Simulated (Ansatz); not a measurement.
## O on Ti(0001): change of the work function

How does O on the fcc site change the work function of Ti(0001) as the layer fills?

Main program and level: Ansatz 0.2.0; plane-wave DFT, PBE, Ansatz PAW.

This is a report of a sequence of runs, with most program output left out.

## 1. The starting structure

The cell holds 4 atoms: 4 Ti. Its edges and angles: a = 2.950 Å, b = 2.950 Å, c = 25.027 Å, α = 90.0°, β = 90.0°, γ = 60.0°. Vacuum lies along c.

## 2. The clean slab

The bare slab comes first, as the zero from which every change is counted. The two lowest layers are held at bulk places and the upper ones relax. The dipole correction removes the false field that a one-sided slab makes across the periodic vacuum, so each face gets a flat vacuum level of its own.

The input, input.yaml:

```yaml
crystal:
  lattice:
    - [2.95, 0.0, 0.0]
    - [1.475, 2.5547749412, 0.0]
    - [0.0, 0.0, 25.0269]
  atoms:
    - { symbol: Ti, position: [0.6666666667, 0.6666666667, 0.3596130564] }
    - { symbol: Ti, position: [0.0, 0.0, 0.4532043521] }
    - { symbol: Ti, position: [0.6666666667, 0.6666666667, 0.5467956479] }
    - { symbol: Ti, position: [0.0, 0.0, 0.6403869436] }
kpoints:
  mp_grid: { grid: [12, 12, 1] }
hamiltonian:
  xc: pbe
scf:
  occupations: { method: fermi_dirac, width: 0.1 }
  convergence: { dr2_threshold: 1.0e-08 }
efield:
  axis: 3
  dipole_correction: true
  ramp_position: 0.97
  ramp_width: 0.06
relax:
  f_tol: 0.02
  max_steps: 60
  constraints: [{ sites: [0, 1] }]
output:
  write_potential: true
  write_density: true
  volumetric_format: npy
```

Run with:

```bash
$ ansatz run input.yaml --threads 4 --pin off --max-ram 16384MiB --backend cpu --events-out ev --progress --plain --runs-dir out
```

Elapsed: 8.4 s, on 4 threads of Arm Neoverse V2, shared host; peak memory 0.5 GiB.

Relaxation path:

| step | energy less that of the first step (eV) | largest force component (eV/Å) |
| --- | --- | --- |
| 1 | 0.0000 | 0.6136 |
| 2 | -0.0393 | 0.4318 |
| 3 | -0.0561 | 0.0119 |

Forces are held to the 6 operations that the run works with; a distortion that breaks them can't arise in this run.

The atoms that moved most (Å):

| atom | dx | dy | dz | length |
| --- | --- | --- | --- | --- |
| Ti4 | 0.000 | 0.000 | -0.106 | 0.106 |
| Ti3 | 0.000 | 0.000 | 0.068 | 0.068 |

The relaxed structure:

```xyz
4
Lattice="2.9500 0.0000 0.0000 1.4750 2.5548 0.0000 0.0000 0.0000 25.0269" Properties=species:S:1:pos:R:3
Ti    2.9500    1.7032    9.0000
Ti    0.0000    0.0000   11.3423
Ti    2.9500    1.7032   13.7526
Ti    0.0000    0.0000   15.9213
```

Numbers from this step:

| Quantity | Value |
| --- | --- |
| energy at zero smearing | -9996.7499 eV |
| work function, upper face | 4.373 eV |
| work function, lower face | 4.423 eV |
| dipole along the normal | 0.002103 e·Å |
| step between the vacuum levels | -0.05050 eV |

Running mean over 2.342 Å of the planar mean; the ramp of the sawtooth is left out. Electron's electrostatic potential energy less the Fermi level against z:

| z (Å) | electron's electrostatic potential energy less the Fermi level (eV) |
| --- | --- |
| 4 | 4.42 |
| 5 | 4.40 |
| 6 | 4.24 |
| 7 | 2.89 |
| 8 | -3.13 |
| 9 | -6.74 |
| 10 | -6.59 |
| 11 | -6.58 |
| 12 | -6.38 |
| 13 | -6.32 |
| 14 | -6.94 |
| 15 | -7.68 |
| 16 | -6.81 |
| 17 | -2.61 |
| 18 | 3.07 |
| 19 | 4.22 |
| 20 | 4.36 |
| 21 | 4.37 |

The relaxation took 3 steps and lowered the energy by 0.056 eV; the largest force on the free atoms ends at 0.012 eV/Å.

The work function of the upper face is 4.37 eV.

## 3. Adsorbate added, k-mesh 4×4×1, coverage 0.111 ML

System of this step: O/Ti(0001). The cell holds 37 atoms: 36 Ti and 1 O. Its edges and angles: a = 8.850 Å, b = 8.850 Å, c = 26.508 Å, α = 90.0°, β = 90.0°, γ = 60.0°. Vacuum lies along c.

The clean slab as it ended is repeated in the plane and the adsorbate is set on one face; the cell's size fixes the coverage, and the k-mesh shrinks with it to keep the sampling density about even. Adsorbate and upper layers relax, since the dipole depends on the height.

The input, input.yaml:

```yaml
crystal:
  lattice:
    - [8.8500000001, 0.0, 0.0]
    - [4.425, 7.6643248235, 0.0]
    - [0.0, 0.0, 26.5080426807]
  atoms:
    - { symbol: Ti, position: [0.2222222222, 0.2222222222, 0.3395195982] }
    - { symbol: Ti, position: [0.0, 0.0, 0.4278814598] }
    - { symbol: Ti, position: [0.2222222222, 0.2222222222, 0.5188087298] }
    - { symbol: Ti, position: [0.0, 0.0, 0.600620688] }
    - { symbol: Ti, position: [0.2222222222, 0.5555555556, 0.3395195982] }
    - { symbol: Ti, position: [0.0, 0.3333333333, 0.4278814598] }
    - { symbol: Ti, position: [0.2222222222, 0.5555555556, 0.5188087298] }
    - { symbol: Ti, position: [0.0, 0.3333333333, 0.600620688] }
[... 25 atom lines left out ...]
    - { symbol: Ti, position: [0.6666666667, 0.6666666667, 0.4278814598] }
    - { symbol: Ti, position: [0.8888888889, 0.8888888889, 0.5188087298] }
    - { symbol: Ti, position: [0.6666666667, 0.6666666667, 0.600620688] }
    - { symbol: O, position: [0.1111111111, 0.1111111111, 0.6604804018] }
kpoints:
  mp_grid: { grid: [4, 4, 1] }
hamiltonian:
  xc: pbe
scf:
  occupations: { method: fermi_dirac, width: 0.1 }
  convergence: { dr2_threshold: 1.0e-08 }
efield:
  axis: 3
  dipole_correction: true
  ramp_position: 0.97
  ramp_width: 0.06
relax:
  f_tol: 0.02
  max_steps: 60
  constraints:
    - { sites: [0, 1, 4, 5, 8, 9, 12, 13, 16, 17, 20, 21, 24, 25, 28, 29, 32, 33] }
output:
  write_potential: true
  write_density: true
  volumetric_format: npy
```

Wall time 10 min (4 threads); peak memory 7.7 GiB; 29 min of CPU time.

This run has no spin polarisation, although Ti can carry a moment.

Relaxation path:

| step | energy less that of the first step (eV) | largest force component (eV/Å) |
| --- | --- | --- |
| 1 | 0.0000 | 4.7372 |
| 2 | -1.2347 | 3.5701 |
| 3 | -1.8753 | 0.9941 |
| 4 | -1.9306 | 0.5049 |
| 5 | -1.9659 | 0.0762 |
| 6 | -1.9666 | 0.0100 |

Forces are held to the 6 operations that the run works with; a distortion that breaks them can't arise in this run.

The atoms that moved most (Å):

| atom | dx | dy | dz | length |
| --- | --- | --- | --- | --- |
| O37 | 0.000 | 0.000 | -0.510 | 0.510 |
| Ti8 | 0.000 | -0.022 | 0.119 | 0.121 |
| Ti16 | -0.019 | 0.011 | 0.119 | 0.121 |
| Ti4 | 0.019 | 0.011 | 0.119 | 0.121 |
| Ti24 | 0.000 | -0.036 | -0.049 | 0.061 |
| Ti32 | -0.031 | 0.018 | -0.049 | 0.061 |
| Ti20 | 0.031 | 0.018 | -0.049 | 0.061 |
| Ti19 | 0.005 | 0.003 | -0.046 | 0.046 |

Final coordinates:

```xyz
37
Lattice="8.8500 0.0000 0.0000 4.4250 7.6643 0.0000 0.0000 0.0000 26.5080" Properties=species:S:1:pos:R:3
Ti    2.9500    1.7032    9.0000
Ti    0.0000    0.0000   11.3423
Ti    2.9332    1.6935   13.7681
Ti    0.0191    0.0110   16.0404
Ti    4.4250    4.2580    9.0000
Ti    1.4750    2.5548   11.3423
Ti    4.4199    4.2609   13.7067
Ti    1.4750    2.5327   16.0404
Ti    5.9000    6.8127    9.0000
Ti    2.9500    5.1095   11.3423
Ti    5.9000    6.8322   13.7681
Ti    2.9769    5.0940   15.8994
Ti    5.9000    1.7032    9.0000
Ti    2.9500    0.0000   11.3423
Ti    5.9000    1.6972   13.7067
Ti    2.9309    0.0110   16.0404
Ti    7.3750    4.2580    9.0000
Ti    4.4250    2.5548   11.3423
Ti    7.3801    4.2609   13.7067
Ti    4.4563    2.5728   15.8718
Ti    8.8500    6.8127    9.0000
Ti    5.9000    5.1095   11.3423
Ti    8.8441    6.8161   13.7526
Ti    5.9000    5.0734   15.8718
Ti    8.8500    1.7032    9.0000
Ti    5.9000    0.0000   11.3423
Ti    8.8668    1.6935   13.7681
Ti    5.9000    0.0311   15.8994
Ti   10.3250    4.2580    9.0000
Ti    7.3750    2.5548   11.3423
Ti   10.3250    4.2512   13.7526
Ti    7.3437    2.5728   15.8718
Ti   11.8000    6.8127    9.0000
Ti    8.8500    5.1095   11.3423
Ti   11.8059    6.8161   13.7526
Ti    8.8231    5.0940   15.8994
O     1.4750    0.8516   16.9983
```

Numbers from this step:

```yaml
energy_at_zero_smearing: -90541.5852 eV
work_function_upper_face: 4.270 eV
work_function_lower_face: 4.418 eV
dipole_along_the_normal: 0.05538 e·Å
step_between_the_vacuum_levels: -0.1477 eV
```

Running mean over 2.342 Å of the planar mean; the ramp of the sawtooth is left out. Table of electron's electrostatic potential energy less the Fermi level by z:

z (Å), electron's electrostatic potential energy less the Fermi level (eV) and a bar from the least value:
```
      3.5       4.42 ##############################
      4.0       4.42 ##############################
      4.5       4.41 ##############################
      5.0       4.40 ##############################
      5.5       4.36 ##############################
      6.0       4.23 ##############################
      6.5       3.88 #############################
      7.0       2.88 ##########################
      7.5       0.39 ####################
      8.0      -3.13 ###########
      8.5      -5.87 ####
      9.0      -6.74 ##
      9.5      -6.71 ##
     10.0      -6.59 ##
     10.5      -6.56 ##
     11.0      -6.58 ##
     11.5      -6.57 ##
     12.0      -6.41 ###
     12.5      -6.30 ###
     13.0      -6.36 ###
     13.5      -6.57 ##
     14.0      -6.88 ##
     14.5      -7.38 
     15.0      -7.50 
     15.5      -7.26 #
     16.0      -7.02 #
     16.5      -5.98 ####
     17.0      -3.07 ###########
     17.5       0.36 ####################
     18.0       2.73 ##########################
     18.5       3.76 ############################
     19.0       4.13 #############################
     19.5       4.23 ##############################
     20.0       4.26 ##############################
     20.5       4.27 ##############################
     21.0       4.27 ##############################
     21.5       4.27 ##############################
     22.0       4.27 ##############################
     22.5       4.27 ##############################
     23.0       4.27 ##############################
```

The relaxation took 6 steps and lowered the energy by 2.0 eV; the largest force on the free atoms ends at 0.0100 eV/Å.

The covered face has 4.27 eV, -0.10 eV against the clean one; the bare back face has moved by -0.01 eV, a measure of how thin the slab is.

## 4. Adsorbate added, k-mesh 6×6×1, coverage 0.25 ML

System of this step: O/Ti(0001). The cell holds 17 atoms: 16 Ti and 1 O. Cell: a = 5.900 Å, b = 5.900 Å, c = 26.508 Å, α = 90.0°, β = 90.0°, γ = 60.0°. Vacuum lies along c.

Another coverage, to see how the dipoles act on each other as their distance changes.

The input, input.yaml:

```yaml
crystal:
  lattice:
    - [5.9, 0.0, 0.0]
    - [2.95, 5.1095498824, 0.0]
    - [0.0, 0.0, 26.5080426807]
  atoms:
    - { symbol: Ti, position: [0.3333333333, 0.3333333333, 0.3395195982] }
    - { symbol: Ti, position: [0.0, 0.0, 0.4278814598] }
    - { symbol: Ti, position: [0.3333333333, 0.3333333333, 0.5188087298] }
    - { symbol: Ti, position: [0.0, 0.0, 0.600620688] }
    - { symbol: Ti, position: [0.3333333333, 0.8333333333, 0.3395195982] }
    - { symbol: Ti, position: [0.0, 0.5, 0.4278814598] }
    - { symbol: Ti, position: [0.3333333333, 0.8333333333, 0.5188087298] }
    - { symbol: Ti, position: [0.0, 0.5, 0.600620688] }
    - { symbol: Ti, position: [0.8333333333, 0.3333333333, 0.3395195982] }
    - { symbol: Ti, position: [0.5, 0.0, 0.4278814598] }
    - { symbol: Ti, position: [0.8333333333, 0.3333333333, 0.5188087298] }
    - { symbol: Ti, position: [0.5, 0.0, 0.600620688] }
    - { symbol: Ti, position: [0.8333333333, 0.8333333333, 0.3395195982] }
    - { symbol: Ti, position: [0.5, 0.5, 0.4278814598] }
    - { symbol: Ti, position: [0.8333333333, 0.8333333333, 0.5188087298] }
    - { symbol: Ti, position: [0.5, 0.5, 0.600620688] }
    - { symbol: O, position: [0.1666666667, 0.1666666667, 0.6604804018] }
kpoints:
  mp_grid: { grid: [6, 6, 1] }
hamiltonian:
  xc: pbe
scf:
  occupations: { method: fermi_dirac, width: 0.1 }
  convergence: { dr2_threshold: 1.0e-08 }
efield:
  axis: 3
  dipole_correction: true
  ramp_position: 0.97
  ramp_width: 0.06
relax:
  f_tol: 0.02
  max_steps: 60
  constraints: [{ sites: [0, 1, 4, 5, 8, 9, 12, 13] }]
output:
  dos: { projected: true, e_range: [-8, 4] }
  write_potential: true
  write_density: true
  volumetric_format: npy
  elf: true
```

Elapsed: 1.7 min, on 4 threads; peak memory 2.3 GiB; 6.7 min of CPU time.

The steps of the relaxation:

| step | energy less that of the first step (eV) | largest force component (eV/Å) |
| --- | --- | --- |
| 1 | 0.0000 | 4.7584 |
| 2 | -1.2116 | 3.5830 |
| 3 | -1.8676 | 1.0232 |
| 4 | -1.9288 | 0.5620 |
| 5 | -1.9604 | 0.0831 |
| 6 | -1.9611 | 0.0051 |

The run keeps the 6 symmetry operations that it works with, so distortions that break them were not tested.

The atoms that moved most (Å):

| atom | dx | dy | dz | length |
| --- | --- | --- | --- | --- |
| O17 | 0.000 | 0.000 | -0.530 | 0.530 |
| Ti16 | 0.000 | 0.000 | -0.135 | 0.135 |
| Ti4 | 0.021 | 0.012 | 0.099 | 0.102 |
| Ti8 | 0.000 | -0.025 | 0.099 | 0.102 |
| Ti12 | -0.021 | 0.012 | 0.099 | 0.102 |
| Ti3 | -0.032 | -0.019 | -0.030 | 0.048 |
| Ti11 | 0.032 | -0.019 | -0.030 | 0.048 |
| Ti7 | 0.000 | 0.037 | -0.030 | 0.048 |

The relaxed structure:

```xyz
17
Lattice="5.9000 0.0000 0.0000 2.9500 5.1095 0.0000 0.0000 0.0000 26.5080" Properties=species:S:1:pos:R:3
Ti    2.9500    1.7032    9.0000
Ti    0.0000    0.0000   11.3423
Ti    2.9178    1.6846   13.7226
Ti    0.0212    0.0123   16.0198
Ti    4.4250    4.2580    9.0000
Ti    1.4750    2.5548   11.3423
Ti    4.4250    4.2952   13.7226
Ti    1.4750    2.5303   16.0198
Ti    5.9000    1.7032    9.0000
Ti    2.9500    0.0000   11.3423
Ti    5.9322    1.6846   13.7226
Ti    2.9288    0.0123   16.0198
Ti    7.3750    4.2580    9.0000
Ti    4.4250    2.5548   11.3423
Ti    7.3750    4.2580   13.7608
Ti    4.4250    2.5548   15.7859
O     1.4750    0.8516   16.9781
```

This step gave:

```yaml
energy_at_zero_smearing: -40557.8621 eV
work_function_upper_face: 4.210 eV
work_function_lower_face: 4.414 eV
dipole_along_the_normal: 0.03399 e·Å
step_between_the_vacuum_levels: -0.2040 eV
```

The density of states has structure finer than the step of the table below, so its rows give means over 0.25 eV, whole bins alone (the curve runs from -8 to 0.84 eV). Peaks (eV: height): -5.590: 71.9, -0.750: 74.5, -0.630: 53.7, -0.300: 36.1, -0.060: 53.0, 0.450: 44.7, 0.660: 40.8.

The density of states by energy, zero at the Fermi level; means over each step:

| energy (eV) | density of states (states/eV a cell) |
| --- | --- |
| -6.00 | 0 |
| -5.75 | 1.16 |
| -5.50 | 14.9 |
| -5.25 | 3.76 |
| -5.00 | 4.77 |
| -4.75 | 1.38 |
| -4.50 | 2.30 |
| -4.25 | 2.80 |
| -4.00 | 2.68 |
| -3.75 | 3.09 |
| -3.50 | 3.19 |
| -3.25 | 4.37 |
| -3.00 | 3.57 |
| -2.75 | 12.1 |
| -2.50 | 5.14 |
| -2.25 | 18.2 |
| -2.00 | 14.3 |
| -1.75 | 22.6 |
| -1.50 | 19.9 |
| -1.25 | 17.3 |
| -1.00 | 19.3 |
| -0.75 | 36.1 |
| -0.50 | 20.3 |
| -0.25 | 23.4 |
| 0.00 | 33.4 |
| 0.25 | 31.7 |
| 0.50 | 33.4 |

Projected DOS per atom over height of the atomic layer and energy from the Fermi level. Layers: Ti4 Ti4 Ti4 Ti4 O from below.

Values in states/eV, 22 rows by 5 columns, each cell a mean:
```
2.6 1.8 1.6 1.6 0.1
2.7 1.5 1.3 2.0 0.1
2.1 1.0 1.0 1.4 0.1
1.6 1.8 1.6 1.8 0.1
1.5 1.2 1.2 1.2 0.1
1.0 1.2 1.2 1.1 0.1
1.1 1.3 1.5 1.1 0.2
0.8 1.2 1.1 0.6 0.1
0.4 0.5 0.5 0.3 0.1
0.3 0.3 0.3 0.2 0.1
0.3 0.2 0.2 0.2 0.1
0.2 0.2 0.3 0.1 0.1
0.2 0.2 0.2 0.1 0.1
0.1 0.1 0.1 0.0 0.2
0.1 0.1 0.1 0.2 3.3
0.0 0.1 0.1 0.6 7.1
0.0 0.0 0.1 0.1 0.5
0.0 0.0 0.0 0.0 0.0
0.0 0.0 0.0 0.0 0.0
0.0 0.0 0.0 0.0 0.0
0.0 0.0 0.0 0.0 0.0
0.0 0.0 0.0 0.0 0.0
```
Columns: height of the atomic layer (Å) from 9 to 17.0 (not evenly spaced); rows upwards: energy from the Fermi level (eV) from -7.96 to 0.745.

ELF in the ca plane at fractional y = 0.000, with atoms of Ti within 0.2 Å of it. It is the smooth field of the valence electrons, not physical close to the nuclei.

Ten even steps from '0' (0.00) to '9' (0.75), each cell a mean:
```
66786256475268788625747510000000000000000000
22344225752244334422565211100000000000000000
12213422222431221232222233310000000000000000
23312553235521331255434666421000000000000000
23212542224521221244223455421000000000000000
12224323431342222321343112210000000000000000
44565247774256556624777400000000000000000000
78896265156268999736517610000000000000000000
66786267475267778735637500000000000000000000
22344225752243234533675223210000000000000000
12213422222421221342222576420000000000000000
23312553335522441244225898520000000000000000
23212542224521331243213787520000000000000000
12224323431332222432342245310000000000000000
44565247774255556634767311100000000000000000
78896275156268999736406610000000000000000000
```
Columns run along c (16.0 Å, from fractional 0.32 to 0.92 of the cell), rows up along a (5.9 Å). Atoms in or near the plane, at fractional coordinates: Ti at (0.43, 0.00), Ti at (0.60, 0.00), Ti at (0.43, 0.50), Ti at (0.60, 0.50).

Valence density in the ca plane at fractional y = 0.000, with atoms of Ti within 0.2 Å of it. It is the smooth field of the valence electrons, not physical close to the nuclei.

Values in units of 1e0 e/Å³, 9 rows by 16 columns, each cell a mean:
```
0.2 0.2 2.5 3.5 0.2 0.2 0.3 4.1 1.6 0.0 0.0 0.0 0.0 0.0 0.0 0.0
0.4 0.2 0.3 0.3 0.2 0.4 0.2 0.3 0.2 0.0 0.0 0.0 0.0 0.0 0.0 0.0
0.4 0.3 0.2 0.2 0.2 0.5 0.2 0.2 0.1 0.0 0.0 0.0 0.0 0.0 0.0 0.0
0.2 0.2 1.8 2.5 0.2 0.2 0.2 2.9 1.1 0.0 0.0 0.0 0.0 0.0 0.0 0.0
0.2 0.2 4.0 5.5 0.2 0.2 0.3 6.7 2.7 0.0 0.0 0.0 0.0 0.0 0.0 0.0
0.2 0.2 0.9 1.3 0.2 0.3 0.2 1.7 0.7 0.1 0.0 0.0 0.0 0.0 0.0 0.0
0.5 0.3 0.2 0.2 0.2 0.6 0.2 0.2 0.5 0.2 0.0 0.0 0.0 0.0 0.0 0.0
0.3 0.2 0.5 0.7 0.2 0.4 0.2 0.9 0.5 0.1 0.0 0.0 0.0 0.0 0.0 0.0
0.2 0.2 3.6 5.0 0.2 0.2 0.3 6.2 2.5 0.0 0.0 0.0 0.0 0.0 0.0 0.0
```
Columns run along c (16.0 Å, from fractional 0.32 to 0.92 of the cell), rows up along a (5.9 Å). Atoms in or near the plane, at fractional coordinates: Ti at (0.43, 0.00), Ti at (0.60, 0.00), Ti at (0.43, 0.50), Ti at (0.60, 0.50).

Electrostatic potential energy in the ca plane at fractional y = 0.000, with atoms of Ti within 0.2 Å of it. With pseudopotentials it is smooth inside the atoms' cores, unlike the true potential.

Ten even steps from '0' (-35 eV) to '9' (6 eV), each cell a mean:
```
99999730003799999872000378999999999999999999
88888862126888888885223689999999999999999999
76678887678987667888767899999999999999999999
64468998889987546899888999999999999999999999
75578988788987556898888899999999999999999999
87788875457888778887545789999999999999999999
88899841014899889874101589999999999999999999
99999720002799999962000378999999999999999999
99999730003799999972000379999999999999999999
88888862126888888885212689999999999999999999
76678887678887657888667899999999999999999999
64468998889986446898888899999999999999999999
75578988788986546888878899999999999999999999
87788875457888778887435789999999999999999999
88899841014888889873001489999999999999999999
99999720002799999962000378999999999999999999
```
Columns run along c (16.0 Å, from fractional 0.32 to 0.92 of the cell; values clipped at the 3rd and 97th percentile), rows up along a (5.9 Å). Atoms in or near the plane, at fractional coordinates: Ti at (0.43, 0.00), Ti at (0.60, 0.00), Ti at (0.43, 0.50), Ti at (0.60, 0.50).

The relaxation took 6 steps and lowered the energy by 2.0 eV; the largest force on the free atoms ends at 0.0051 eV/Å.

By hand: a sheet of dipoles makes a step −p/(ε₀A) in the electron's potential. With e/ε₀ = 180.95 V·Å, p = 0.03399 e·Å and A = 30.15 Å², that is −180.95 × (0.03399) / 30.15 = -0.204 eV, and the two vacuum levels of the run differ by -0.204 eV.

The covered face has 4.21 eV, -0.16 eV against the clean one; the bare back face has moved by -0.01 eV, a measure of how thin the slab is.

[end of part 1 of 2]

[Logs are printed without paths, hosts, clocks, repeated set-up lines and the standing remarks that a program may print on its own settings, such as how far it seeks lower states.]

[Hosts, paths, dates, database ids (printed as entryN), source tags and the programs' standing remarks are cut or masked in the printed files.]

[Maps of the electrostatic potential energy from Ansatz leave out the sawtooth potential of an applied field or a dipole correction, so their vacuum need not be flat; planar profiles and work functions include it.]

[The density of states shown here was stored with 400 of the rows of the run's finer table, so its peaks can read low, often by over a quarter, or be missed, and its means over a window can be off by a tenth or more.]
